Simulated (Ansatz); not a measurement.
# SiC (Moissanite 3C, F-43m): zone-centre modes against carrier density, part 2 of 2

Aim: how far do free carriers move the optical modes of SiC (Moissanite 3C, F-43m)?

Ansatz 0.2.0; DFT LDA, scalar-relativistic, plane waves, PAW; PAW set soft_1.

So far. Step 3 (Tight relaxation): The forces vanish by symmetry and the pressure is 0.000 GPa, within the tolerances set. The cell now holds 10.14 Å³/atom. Step 4 (Ground state of a member: no carriers): The forces vanish by symmetry. The relaxed cell has a = 4.329 Å (conventional setting).

## 5. Zone-centre modes of the member: no carriers

Phonons follow from the second derivative of the energy, found here by linear response.

The zone-centre modes follow for no carriers.

The input, input.yaml:

```yaml
crystal:
  lattice:
    - [0.0, 2.1645341292, 2.1645341292]
    - [2.1645341292, 0.0, 2.1645341292]
    - [2.1645341292, 2.1645341292, 0.0]
  atoms:
    - { symbol: C, position: [0.75, 0.75, 0.75] }
    - { symbol: Si, position: [0.0, 0.0, 0.0] }
kpoints:
  mp_grid: { grid: [36, 36, 36] }
hamiltonian:
  xc: lda
  pseudopotentials: { kind: paw, azcp: { folder: soft_1 }, xc_functional: pbe }
scf:
  occupations: { method: fermi_dirac, width: 0.03 }
output:
  eigenvalues: true
phonons:
  method: dfpt
```

Launch:

```
$ ansatz run input.yaml --threads 4 --pin off --max-ram 16384MiB --backend cpu --events-out ev --progress --plain --runs-dir out
```

Numbers of over 12 decimals in the logs are rounded to 6 here.

Log:

```text
zone centre: on kpoints.mp_grid the ground state, and the responses unless they are solved on pairs of k-points, stand on 3349 of the mesh's 46656 k-points, reduced under 8 symmetry operations, with k and −k counted as one. Each operation leaves every solved displacement unchanged or reverses it
[...]
Crystal: 2 atoms, lattice volume = 20.283 Å³
Basis set: ecut = 420 eV, 411 PW (Γ), exchange–correlation on 48×48×48 points (8 copies of the dense FFT grid, shifted against one another)
Bands: 8, of which v1, the nominal top of the filled ones, is band 4 counted from 1 (3 counted from 0)
Symmetry: 24 space group operations
k-points: 3349 of 46656 (irreducible under 8 space group operations, time reversal used)
[...]
SCF iter   1: F=—  HF=-853.799644 eV  |F-HF|=—  |Δ(HF+E_count)|=         —  Δρ=1.41e-1  dr2=4.89e0  ethr=3.10e-3  ⟨swp⟩=6.1  Hψ=230857  notcnv=0
[...]
SCF iter   8: F=-852.205144 eV  HF=-852.205144 eV  |F-HF|=3.41e-13  |Δ(HF+E_count)|=  5.51e-11  Δρ=1.30e-7  dr2=1.37e-12  ethr=1.00e-12  ⟨swp⟩=4.9  Hψ=125346  notcnv=0
SCF 1 converged in 8 iterations: F = -852.205144 eV  dr2 = 1.37e-12
[...]
DFPT response loops at Γ: preconditioner auto → none (the input reference at scf.mixing.eps_inf says where Resta's filter doesn't serve); β = 0.50; Broyden in place of MSR1
SCF converged after 8 iterations
Free energy (F): -852.205144 eV
[...]
Internal energy: -852.205144 eV  (E = F + TS)
E sigma→0 (E₀):  -852.205144 eV
Fermi energy:    10.185170 eV
[...]
--- Band table (eV; the first three rows and the last of 3349) ---
[...]
--- Phonons (Γ-DFPT): 2 representative perturbations + reference, on 3349 of 46656 k-points (Σ response iterations 6) ---
  k mesh reduced under 8 symmetry operations, with k and −k counted as one. Each operation leaves every solved displacement unchanged or reverses it
  ASR residual: 6.802e-5 → 0.000e0 eV/Å²; symmetrization residual: 1.292e-7 eV/Å²
  ASR residual per site (eV/Å²): 6.80e-5 1.24e-5
  Γ frequencies (cm⁻¹): 0.00 0.00 0.00 797.81 797.81 797.81
  non-analytic LO–TO correction: not included (Born effective charges unavailable; polar crystals: no LO–TO splitting at Γ)
```

Wall time 52 s (4 threads of Arm Neoverse V1, shared host); peak memory 1.7 GiB; 3.3 min of CPU time.

This step gave:

```yaml
sum_rule_residual_before_enforcement: 6.80e-5 eV/Å²
point_group: -43m
highest_optical_mode_at_the_zone_centre_no_lo_to_term: 797.8 cm⁻¹
lowest_optical_zone_centre_mode: 797.8 cm⁻¹
```

Without the LO-TO term. Patterns of degenerate modes are one choice out of their space. Modes at Γ, with each element's share of the kinetic energy:

```csv
mode,frequency (cm⁻¹),symmetry,C %,Si %
1,0.0,acoustic,30,70
2,0.0,acoustic,30,70
3,0.0,acoustic,30,70
4,797.8,T2,70,30
5,797.8,T2,70,30
6,797.8,T2,70,30
```

Displacements in mode 5 (797.8 cm⁻¹), the largest set to 1:
```
C1   0.00  1.00  0.00
Si2  0.00 -0.43  0.00
```

The optical mode without the LO-TO term lies at 797.8 cm⁻¹.

## 6. Ground state of a member: 15 × 10²⁰ holes per cm³

The cell of the neutral crystal is kept with 15 × 10²⁰ holes per cm³, balanced by a uniform background. The bands are sampled on 36×36×36 points with Fermi-Dirac filling of 0.03 eV.

Edit input.yaml of step 5 so:

```diff
@@ -8,2 +8,3 @@
     - { symbol: Si, position: [0.0, 0.0, 0.0] }
+total_charge: 0.030424
 kpoints:
@@ -16,4 +17,4 @@
 output:
+  forces: true
+  stress: true
   eigenvalues: true
-phonons:
-  method: dfpt
```

Log:

```text
[...]
Crystal: 2 atoms, lattice volume = 20.283 Å³
Basis set: ecut = 420 eV, 411 PW (Γ)
Bands: 8, of which v1, the nominal top of the filled ones, is band 4 counted from 1 (3 counted from 0)
Symmetry: 24 space group operations
[...]
k-points: 1240 of 46656 (time reversal used)
[...]
Internal energy: -852.490870 eV  (E = F + TS)
E sigma→0 (E₀):  -852.491264 eV
Entropy (-TS):   -0.000788 eV (-0.394 meV/atom)
Fermi energy:    9.335678 eV
[...]
--- Stress (GPa, compression-positive) ---
        1.353464       0.000000      -0.000000
        0.000000       1.353464       0.000000
       -0.000000       0.000000       1.353464
  P = ⅓ Tr σ = 1.3535 GPa (13.535 kbar)
--- Band table (eV; the first three rows and the last of 1240) ---
[...]
[key lines of the parts left out:]
SCF converged after 7 iterations
Free energy (F): -852.491658 eV
```

It took 7.9 s on 4 threads; peak memory 0.59 GiB.

The forces vanish by symmetry.

## 7. Modes of this member: 15 × 10²⁰ holes per cm³

The zone-centre modes follow for 15 × 10²⁰ holes per cm³.

Edit input.yaml of step 6 so:

```diff
@@ -17,4 +17,4 @@
 output:
-  forces: true
-  stress: true
   eigenvalues: true
+phonons:
+  method: dfpt
```

Log:

```text
[...]
Crystal: 2 atoms, lattice volume = 20.283 Å³
Basis set: ecut = 420 eV, 411 PW (Γ), exchange–correlation on 48×48×48 points (8 copies of the dense FFT grid, shifted against one another)
Bands: 8, of which v1, the nominal top of the filled ones, is band 4 counted from 1 (3 counted from 0)
Symmetry: 24 space group operations
k-points: 3349 of 46656 (irreducible under 8 space group operations, time reversal used)
[...]
Free energy (F): -852.491658 eV
[...]
Internal energy: -852.490870 eV  (E = F + TS)
E sigma→0 (E₀):  -852.491264 eV
Entropy (-TS):   -0.000788 eV (-0.394 meV/atom)
Fermi energy:    9.335687 eV
[...]
--- Band table (eV; the first three rows and the last of 3349) ---
[...]
ASR residual: 5.629e-5 → 0.000e0 eV/Å²; symmetrization residual: 9.862e-8 eV/Å²
  ASR residual per site (eV/Å²): 5.63e-5 8.82e-6
  Γ frequencies (cm⁻¹): 0.00 0.00 0.00 736.44 736.44 736.44
[...]
[key lines of the parts left out:]
SCF converged after 8 iterations
```

It took 52 s on 4 threads; peak memory 1.7 GiB.

This step gave:

* sum-rule residual before enforcement: 5.63e-5 eV/Å²
* highest optical mode at the zone centre (no LO-TO term): 736.4 cm⁻¹
* lowest optical zone-centre mode: 736.4 cm⁻¹

Without the LO-TO term. Patterns of degenerate modes are one choice out of their space. The modes at Γ (shares of kinetic energy by element, %):

```csv
mode,frequency (cm⁻¹),symmetry,C %,Si %
1,0.0,acoustic,30,70
2,0.0,acoustic,30,70
3,0.0,acoustic,30,70
4,736.4,T2,70,30
5,736.4,T2,70,30
6,736.4,T2,70,30
```

The optical mode without the LO-TO term lies at 736.4 cm⁻¹.

For the highest optical mode at the zone centre (no LO-TO term), step 5 gave 798 cm⁻¹; this run, with carriers -15 × 10²⁰ cm⁻³, gives 736 cm⁻¹ (-8 %).

## 8. A check on a coarser mesh: 2 × 10²⁰ holes per cm³

To see what the mesh is worth, the run for 2 × 10²⁰ holes per cm³ is repeated on 29×29×29 points.

Edit input.yaml of step 7 so:

```diff
@@ -8,5 +8,5 @@
     - { symbol: Si, position: [0.0, 0.0, 0.0] }
-total_charge: 0.030424
+total_charge: 0.004057
 kpoints:
-  mp_grid: { grid: [36, 36, 36] }
+  mp_grid: { grid: [29, 29, 29] }
 hamiltonian:
```

Log:

```text
[...]
Crystal: 2 atoms, lattice volume = 20.283 Å³
Basis set: ecut = 420 eV, 411 PW (Γ), exchange–correlation on 48×48×48 points (8 copies of the dense FFT grid, shifted against one another)
Bands: 8, of which v1, the nominal top of the filled ones, is band 4 counted from 1 (3 counted from 0)
Symmetry: 24 space group operations
k-points: 1800 of 24389 (irreducible under 8 space group operations, time reversal used)
[...]
Free energy (F): -852.243775 eV
[...]
Internal energy: -852.243478 eV  (E = F + TS)
E sigma→0 (E₀):  -852.243627 eV
Entropy (-TS):   -0.000297 eV (-0.148 meV/atom)
Fermi energy:    9.484853 eV
[...]
--- Band table (eV; the first three rows and the last of 1800) ---
[...]
ASR residual: 6.250e-5 → 0.000e0 eV/Å²; symmetrization residual: 2.954e-7 eV/Å²
  ASR residual per site (eV/Å²): 6.25e-5 1.10e-5
  Γ frequencies (cm⁻¹): 0.00 0.00 0.00 776.12 776.12 776.12
[...]
[key lines of the parts left out:]
SCF converged after 8 iterations
```

Run time: 28 s. Hardware: 4 threads; peak memory 1.1 GiB; 1.7 min of CPU time.

Numbers from this step:

| Property | Result |
| --- | --- |
| sum-rule residual before enforcement | 6.25e-5 eV/Å² |
| highest optical mode at the zone centre (no LO-TO term) | 776.1 cm⁻¹ |
| lowest optical zone-centre mode | 776.1 cm⁻¹ |

The highest mode comes at 776.1 cm⁻¹, against 775.6 cm⁻¹ on 36×36×36 points.

## 9. A check on a coarser mesh: 10 × 10²⁰ holes per cm³

To see what the mesh is worth, the run for 10 × 10²⁰ holes per cm³ is repeated on 29×29×29 points.

Edit input.yaml of step 8 so:

```diff
@@ -8,3 +8,3 @@
     - { symbol: Si, position: [0.0, 0.0, 0.0] }
-total_charge: 0.004057
+total_charge: 0.020283
 kpoints:
```

Log:

```text
[...]
Crystal: 2 atoms, lattice volume = 20.283 Å³
Basis set: ecut = 420 eV, 411 PW (Γ), exchange–correlation on 48×48×48 points (8 copies of the dense FFT grid, shifted against one another)
Bands: 8, of which v1, the nominal top of the filled ones, is band 4 counted from 1 (3 counted from 0)
Symmetry: 24 space group operations
k-points: 1800 of 24389 (irreducible under 8 space group operations, time reversal used)
[...]
Free energy (F): -852.396734 eV
[...]
Internal energy: -852.396017 eV  (E = F + TS)
E sigma→0 (E₀):  -852.396376 eV
Entropy (-TS):   -0.000717 eV (-0.358 meV/atom)
Fermi energy:    9.382774 eV
[...]
--- Band table (eV; the first three rows and the last of 1800) ---
[...]
ASR residual: 5.379e-5 → 0.000e0 eV/Å²; symmetrization residual: 2.823e-7 eV/Å²
  ASR residual per site (eV/Å²): 5.38e-5 8.27e-6
  Γ frequencies (cm⁻¹): 0.00 0.00 0.00 741.27 741.27 741.27
[...]
[key lines of the parts left out:]
SCF converged after 8 iterations
```

Wall time 28 s (4 threads); peak memory 1.1 GiB; 1.7 min of CPU time.

This step gave:

| Item | Value |
| --- | --- |
| sum-rule residual before enforcement | 5.38e-5 eV/Å² |
| highest optical mode at the zone centre (no LO-TO term) | 741.3 cm⁻¹ |
| lowest optical zone-centre mode | 741.3 cm⁻¹ |

The highest mode comes at 741.3 cm⁻¹, against 744.3 cm⁻¹ on 36×36×36 points.

## 10. All members side by side

The members are set side by side, also those not shown above.

Electrons count positive and holes negative; without the LO-TO term; modes are tracked from the neutral crystal by their patterns, and those within 0.3 cm⁻¹ of each other stand once; the cell of the neutral crystal is kept and the atoms are relaxed where symmetry leaves them free; all runs use 36×36×36 k points and Fermi-Dirac smearing of 0.03 eV. Optical modes along the series:

```csv
carriers (10²⁰ cm⁻³),mode 4 T2 (cm⁻¹)
-15,736.4
-10,744.3
-6,753.8
-4,762.4
-2,775.6
-1,785
0,797.8
```

## 11. What came out

```json
{
  "members": "7",
  "mode": "mode 4 T2",
  "its frequency without carriers": "797.81 cm⁻¹",
  "its frequency at -15 × 10²⁰ cm⁻³": "736.44 cm⁻¹"
}
```

In words: At 15 × 10²⁰ holes per cm³ the optical mode has moved by -61.37 cm⁻¹ from 797.81 cm⁻¹. At 2 and 10 × 10²⁰ cm⁻³ the coarser mesh moves the optical modes by up to 3.04 cm⁻¹, a measure of the error left by the mesh there. The response is adiabatic: the carriers follow the ions at once. Where they cannot, as for a zone-centre mode faster than their scattering, measured shifts differ, and line shapes are not given here. A static distortion lets holes move between the bands that it splits, which a fast mode allows only in part, so this softening can be well above the one seen in Raman spectra. The background stands for dopants without their size, scattering or local bonds, and the cell is that of the neutral crystal, although carriers also change the volume at rest, which would shift the modes as well. Spin-orbit coupling, which splits the valence bands that hold the holes, is left out. In a polar crystal the carriers also screen the field of the longitudinal modes, often the largest effect; only modes without that field are treated here. These are harmonic frequencies of a static lattice, with warm electrons: anharmonic shifts, linewidths and thermal expansion are left out. The PAW files were made for PBE; the program adapts parts of them to the functional of the run, but their partial waves stay those of PBE, an approximation that was not tested in this session. Only the zone centre was solved, so an instability at another wavevector cannot show here.

[Logs are printed without paths, hosts, clocks, repeated set-up lines and the standing remarks that a program may print on its own settings, such as how far it seeks lower states.]

[Hosts, paths, dates, database ids (printed as entryN), source tags and the programs' standing remarks are cut or masked in the printed files.]
